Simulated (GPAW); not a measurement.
Computed results, one entry a study.

```
WS2 (2H monolayer): G0W0 with GPAW, start to end
1.0
     3.12241    0.00000    0.00000
    -1.56120    2.70408    0.00000
     0.00000    0.00000   14.50000
W S
1 2
Direct
  0.33333 0.66667 0.50000
  0.66667 0.33333 0.60754
  0.66667 0.33333 0.39246
# method: DFT, LDA, plane waves, PAW (and 1 further level or step)
# program: GPAW 26.7.0
# settings: cutoff 450 eV, GPAW PAW setups 1.2.1 data release, 9×9×1 k-mesh, nbands 208
# cost: 3 runs, 2.7 min in all on 4 MPI ranks of Arm Neoverse V1, shared host
# notes: The structure was relaxed with LDA. Limits: no spin-orbit coupling. The calculation has static nuclei and no excitons; a measured gap holds zero-point and thermal motion, which mostly lowers it. With atoms this heavy the missing spin-orbit coupling may be the largest error.
# LDA gap: 2.00 eV, direct
# G0W0 gap on the mesh: 3.09 eV
# GW settings: 9×9×1 mesh, 92 bands, screening to 48 eV, full frequency, Hilbert transform
# known limits: short of the basis limit; no spin-orbit coupling
```

[Long decimals in the printed logs are rounded to 6 places.]

[Logs are printed without paths, hosts, clocks, repeated set-up lines and the standing remarks that a program may print on its own settings, such as how far it seeks lower states.]

[Paths, hosts, dates, memory and timing lines, banners, echoed tables and standing remarks are left out of the program output; an Ansatz launch command may be rebuilt from the run's recorded settings. Measured values are a selection of at most five: reports struck by readers or far from the other reports are left out. None is set beside runs whose start may be inverted or whose files or cutoffs have a known fault.]

[Runs of the session that timed out or met a known fault of the program may be left out.]

[Hosts, paths, dates, database ids (printed as entryN), source tags and the programs' standing remarks are cut or masked in the printed files.]

[Where the starting crystal was built by hand or by swapping elements, it need not be the compound's stable phase.]
